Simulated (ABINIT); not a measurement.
Computed results, one entry a study.

Quasiparticle gap of BAs (F-43m) in ABINIT. Symmetry: F-43m, No. 216, cubic system. The conventional cell has a = 4.777 Å, b = 4.777 Å, c = 4.777 Å, α = 90.00°, β = 90.00°, γ = 90.00°. Nearest to B lie 4 As at 2.07 Å. Nearest to As lie 4 B at 2.07 Å. Farther neighbours, and contacts between anions beyond the nearest, are not listed. The calculation used RPA screening on PBE, plane waves, norm-conserving pseudopotentials (and 2 further levels or steps) in ABINIT 10.8.3, with cutoff 44 Ha, PseudoDojo scalar-relativistic 0.4 stringent, norm-conserving, potential set dojo-sr-pbe-0.4-stringent, ngkpt (4, 4, 4), nband 73, ecuteps 6.7 Ha, shiftk (0, 0, 0), symchi 1, awtr 1, frequency ppm, 4×4×4 k-mesh. The PBE gap is 1.21 eV, indirect and the G0W0 gap on the mesh is 1.88 eV. The G0W0 gap over the zone (rigid shift) is 1.63 eV and the GW settings are 4×4×4 mesh, 73 bands, screening to 182.3 eV, Godby-Needs plasmon pole. The known limits are short of the basis limit; screening head approximate; no spin-orbit coupling; coarse k mesh. It took 4 runs, 69 s in all on 4 MPI ranks of Arm Neoverse V1, shared host. G0W0 moves the gap on the mesh from 1.45 eV to 1.88 eV (+0.43 eV), with Z of 0.81 and 0.82 at the edges. The mesh misses the band edges by 0.25 eV in all; a rigid shift gives 1.63 eV for the zone. The program's warnings: Neglecting <n,k|[Vnl,iqr]|m,k>. The cell and positions come from the Crystallography Open Database and are kept as given unless a step says otherwise. Limits: screening head approximate; no spin-orbit coupling. Local fields lower the RPA ε∞ on this mesh from 18.74 to 17.13; a Γ-centred mesh this coarse tends to raise both, most where the direct gap is narrow, while a short band sum lowers them. The 4×4×4 mesh is coarse for this cell, which bears on the long-range parts of exchange and screening.

[Paths, hosts, dates, memory and timing lines, banners, echoed tables and standing remarks are left out of the program output; an Ansatz launch command may be rebuilt from the run's recorded settings. Measured values are a selection of at most five: reports struck by readers or far from the other reports are left out. None is set beside runs whose start may be inverted or whose files or cutoffs have a known fault.]

[Runs of the session that timed out or met a known fault of the program may be left out.]

[Hosts, paths, dates, database ids (printed as entryN), source tags and the programs' standing remarks are cut or masked in the printed files.]

[G0W0 gaps are taken among the corrected bands and points alone; a level outside them can change the order at an edge.]

[Where Ansatz stands beside ABINIT at settings called matched, ABINIT's density can come from a denser mesh and the files from another edition; pairs whose starting gaps differed by over 0.03 eV were left out, so agreement reads better than it is.]
